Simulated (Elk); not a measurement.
# Cr: where do free moments turn?

Aim: see whether a non-collinear arrangement of the moments of Cr lies under the collinear ones.

Main program and level: Elk 11.2.3 (patched build); LDA (Perdew-Wang); all-electron APW+lo, Dirac cores, scalar-relativistic bands.

Report form: the programs' logs are mostly left out.

## Step 1: Set-up

Symmetry: Im-3m, No. 229, cubic system. Conventional cell: a = 2.969 Å, b = 2.969 Å, c = 2.969 Å, α = 90.00°, β = 90.00°, γ = 90.00°. Nearest to Cr lie 8 Cr at 2.57 Å.

Coordinates:

```cif
data_structure
_symmetry_space_group_name_H-M 'Im-3m'
_symmetry_Int_Tables_number 229
_cell_length_a 2.9689
_cell_length_b 2.9689
_cell_length_c 2.9689
_cell_angle_alpha 90.000
_cell_angle_beta 90.000
_cell_angle_gamma 90.000
_cell_volume 26.17
loop_
_atom_site_label
_atom_site_type_symbol
_atom_site_symmetry_multiplicity
_atom_site_Wyckoff_symbol
_atom_site_fract_x
_atom_site_fract_y
_atom_site_fract_z
_atom_site_occupancy
Cr1 Cr 2 a 0.00000 0.00000 0.00000 1
```

The cell comes from a database of computed structures and need not be the stable phase.

## Step 2: Start 1: collinear parallel

The parallel start, run with moments free to turn, is the reference on the same footing as the canted ones.

Moments are seeded by fields in the spheres (the last three columns under atoms), set against the wanted direction and reduced each loop.

The input, elk.in:

```
tasks
  0

xctype
  3

rgkmax
  8.0

nempty
  12

swidth
  0.002

reducebf
  0.5

epsengy
  1e-06

maxscl
  120

lmaxi
  2

mixtype
  1

beta0
  0.05

vkloff
  0.500000 0.500000 0.500000

spinpol
  .true.

sppath
  './'

avec
  5.61040667272 0.00000000000 0.00000000000
  0.00000000000 5.61040667272 0.00000000000
  0.00000000000 0.00000000000 5.61040667272

atoms
  1
  'Cr.in'
  2
  0.0000000000 0.0000000000 0.0000000000   0.000100 0.000000 -0.075000
  0.5000000000 0.5000000000 0.5000000000   0.000100 0.000000 -0.075000

ngridk
  7 7 7
```

Started as:

```bash
OMP_NUM_THREADS=2 elk
```

Run time: 72 s. Hardware: 2 threads of Arm Neoverse V2, shared host; peak memory 0.08 GiB; 2.3 min of CPU time.

The moments died away, and this build then starts once more from a stronger push, within the same count of loops. That gave no lower state.

Numbers from this step:

* final state: non-magnetic

After 59 cycles the seed has died away: no moment is left.

## Step 3: Start 2: two sublattices 60 degrees apart

A symmetric texture tests one pattern of angles.

Changes to elk.in since step 2:

```diff
@@ -51,4 +51,4 @@
   2
-  0.0000000000 0.0000000000 0.0000000000   0.000100 0.000000 -0.075000
-  0.5000000000 0.5000000000 0.5000000000   0.000100 0.000000 -0.075000
+  0.0000000000 0.0000000000 0.0000000000   -0.075000 0.000000 0.000000
+  0.5000000000 0.5000000000 0.5000000000   -0.037500 -0.064952 0.000000
```

Started as:

```bash
OMP_NUM_THREADS=2 elk
```

Wall time 1.7 min (2 threads); peak memory 0.08 GiB; 3.3 min of CPU time.

Read from the output:

* density of states at the Fermi level: 0.5629 states/eV/cell
* moment between the spheres: 0, 0, 0 μB
* magnetization: 0, 0, 0 μB
* final state: antiferromagnetic
* largest moment: 1.236 μB

It lies 20.5 meV a seeded atom under the first start, and its largest moment is 1.24 μB against 4.7e-5 μB.

## Step 4: Start 3: random 2

A random start has no symmetry to hold it, so the moments can find their own angles.

Changes to elk.in since step 3:

```diff
@@ -51,4 +51,4 @@
   2
-  0.0000000000 0.0000000000 0.0000000000   -0.075000 0.000000 0.000000
-  0.5000000000 0.5000000000 0.5000000000   -0.037500 -0.064952 0.000000
+  0.0000000000 0.0000000000 0.0000000000   -0.041265 -0.035708 0.051450
+  0.5000000000 0.5000000000 0.5000000000   -0.023467 -0.071235 0.000232
```

Started as:

```bash
OMP_NUM_THREADS=2 elk
```

The job ended after 1.8 min (2 threads; peak memory 0.08 GiB).

Spin moment in the muffin-tin sphere by atom:

```tsv
atom	x (μB)	y (μB)	z (μB)	size
Cr1	0.31	-0.64	-1.01	1.24
Cr2	-0.31	0.64	1.01	1.24
```

Numbers from this step:

```
density of states at the Fermi level : 0.5629 states/eV/cell
moment between the spheres           : 0, 0, 0 μB
magnetization                        : 0, 0, 0 μB
final state                          : antiferromagnetic
```

It lies 20.4 meV a seeded atom under the first start, and its largest moment is 1.24 μB against 4.7e-5 μB.

## Step 5: Start 4: random 1

Changes to elk.in since step 4:

```diff
@@ -51,4 +51,4 @@
   2
-  0.0000000000 0.0000000000 0.0000000000   -0.041265 -0.035708 0.051450
-  0.5000000000 0.5000000000 0.5000000000   -0.023467 -0.071235 0.000232
+  0.0000000000 0.0000000000 0.0000000000   -0.059377 0.020213 -0.041115
+  0.5000000000 0.5000000000 0.5000000000   -0.060667 0.022695 0.037808
```

Started as:

```bash
OMP_NUM_THREADS=2 elk
```

Elapsed: 100 s, on 2 threads; peak memory 0.08 GiB.

Spin moment in the muffin-tin sphere by atom:

```tsv
atom	x (μB)	y (μB)	z (μB)	size
Cr1	-0.01	0.02	1.24	1.24
Cr2	0.01	-0.02	-1.24	1.24
```

This step gave:

| Property | Result |
| --- | --- |
| density of states at the Fermi level | 0.5629 states/eV/cell |
| moment between the spheres | 0, 0, 0 μB |
| magnetization | 0, 0, 0 μB |
| final state | antiferromagnetic |

It lies 20.5 meV a seeded atom under the first start, and its largest moment is 1.24 μB against 4.7e-5 μB.

## Step 6: Start 5: collinear alternating

Changes to elk.in since step 5:

```diff
@@ -51,4 +51,4 @@
   2
-  0.0000000000 0.0000000000 0.0000000000   -0.059377 0.020213 -0.041115
-  0.5000000000 0.5000000000 0.5000000000   -0.060667 0.022695 0.037808
+  0.0000000000 0.0000000000 0.0000000000   0.000100 0.000000 -0.075000
+  0.5000000000 0.5000000000 0.5000000000   0.000100 0.000000 0.075000
```

Started as:

```bash
OMP_NUM_THREADS=2 elk
```

The job ended after 70 s (2 threads; peak memory 0.07 GiB).

This step gave:

```yaml
density_of_states_at_the_fermi_level: 0.5628 states/eV/cell
moment_between_the_spheres: 0, 0, 0 μB
magnetization: 0, 0, 0 μB
final_state: antiferromagnetic
largest_moment: 1.237 μB
```

It lies 20.4 meV a seeded atom under the first start, and its largest moment is 1.24 μB against 4.7e-5 μB.

## Step 7: A faulty input

An input with a fault is tried, to see how the program answers.

Changes to elk.in since step 2:

```diff
@@ -22,6 +22,6 @@
 maxscl
-  120
+  50
 
 lmaxi
-  2
+  1
 
@@ -39,2 +39,8 @@
 
+lmaxapw
+  2
+
+lmaxo
+  2
+
 sppath
@@ -51,4 +57,4 @@
   2
-  0.0000000000 0.0000000000 0.0000000000   0.000100 0.000000 -0.075000
-  0.5000000000 0.5000000000 0.5000000000   0.000100 0.000000 -0.075000
+  0.0000000000 0.0000000000 0.0000000000   0.000000 0.000000 -0.075000
+  0.5000000000 0.5000000000 0.5000000000   0.000000 0.000000 0.075000
```

Started as:

```bash
OMP_NUM_THREADS=2 elk
```

The job ended after 0.01 s (2 threads; peak memory 0.05 GiB; 0.01 s of CPU time).

The program refused the input before any cycle.

The fault put into the input: angular cutoffs far too low.

Cut at l = 2, the expansion in the spheres loses all higher parts of the states and of the density, such as products of d states; lmaxapw 8 and lmaxo 6 are usual.

## Step 8: The textures together

Textures, by row:

```tsv
start	final state	energy over the lowest (meV a seeded atom)	smallest moment (μB)	largest moment (μB)	net moment (μB a cell)	angles to the first moment (degrees)
collinear parallel	non-magnetic	20.51	0	0	9.17e-5	0
two sublattices 60 degrees apart	antiferromagnetic	0.05248	1.236	1.236	0	180
random 2	antiferromagnetic	0.1149	1.236	1.236	0	180
random 1	antiferromagnetic	0	1.236	1.236	0	180
collinear alternating	antiferromagnetic	0.1569	1.237	1.237	0	180
```

## Step 9: What came out

```json
{"lowest starts": "two sublattices 60 degrees apart, random 2, random 1 and collinear alternating", "its final state": "antiferromagnetic", "its moments": "1.24 μB", "its net moment": "0 μB a cell"}
```

**Reading.** No start ends non-collinear; the lowest state is antiferromagnetic. The starts two sublattices 60 degrees apart, random 2, random 1 and collinear alternating end within 0.5 meV of one another in the same kind of state, so no order among them can be read. The mesh is coarse, so differences of some ten meV can be noise in a metal. Directions relax slowly, so a converged non-collinear state can be a saddle point that symmetry holds. Without spin–orbit coupling only the angles between moments matter.

[Logs and program files are shortened in this print: banners, set-up blocks, solver, clock and traceback lines can be left out without a mark of their own.]

[Logs are printed without paths, hosts, clocks, repeated set-up lines and the standing remarks that a program may print on its own settings, such as how far it seeks lower states.]

[Hosts, paths, dates, database ids (printed as entryN), source tags and the programs' standing remarks are cut or masked in the printed files.]

[Where a cell is said to come from a database of computed structures, the database is the Materials Project.]
